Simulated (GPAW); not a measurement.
# The O K excitation threshold of HfO2 (Fm-3m) under uniform strain

For each volume the threshold was computed as E(hole) − E(ground) plus the lowest empty eigenvalue of the hole cell (GPAW, RPBE, 18-atom cell, total energies on 3×4×4 k points, the eigenvalue on 4×5×5, hole spin-paired, without spin-orbit coupling). The values are raw, 9 eV above the value with the free atom's term for the hole's spin taken off; only their change is used. The threshold is the spectrum's zero, where absorption may be weak, not the visible edge.

| volume | ln(V/V₀) | threshold (eV) |
| --- | --- | --- |
| V × 0.94 | -0.06188 | ? |
| V × 0.97 | -0.03046 | 540.791 |
| V × 1 | +0.00000 | 540.698 |
| V × 1.03 | +0.02956 | 540.599 |
| V × 1.06 | +0.05827 | 540.496 |

**Question.** Fit a straight line in ln(V/V₀), give its slope, and predict the threshold at V × 0.94.

The means of the given rows are x̄ = +0.01434 and Ē = 540.646 eV. Σ(x − x̄)(E − Ē) = -0.01455 and Σ(x − x̄)² = 0.004374, so the slope is -3.33 eV, and the line passes the given rows within 0.004 eV. At x = -0.06188 it gives 540.646 + (-3.33) × (-0.07622) = 540.899 eV. The run gives 540.888 eV, a miss of +0.011 eV over a total move of -0.392 eV. The slope is the clamped-ion volume deformation potential of the lowest empty level of the hole cell on this mesh (the hole may pull it below the band edge) against the O 1s level, with the hole's relaxation included: the threshold falls by 0.033 eV for 1 % of expansion. The charged cell's image error also scales with the cell's size and isn't taken out.

[Hosts, paths, dates, database ids (printed as entryN), source tags and the programs' standing remarks are cut or masked in the printed files.]

[Lists of maxima count a maximum above −3 eV only where it reaches 4 % of the highest in the window and stands out from its surroundings by 2 % of it (1.5 % where it reaches 55 %); shoulders and weaker maxima are passed over, and of the rest the first, up to two pre-edge ones and the few strongest are named.]
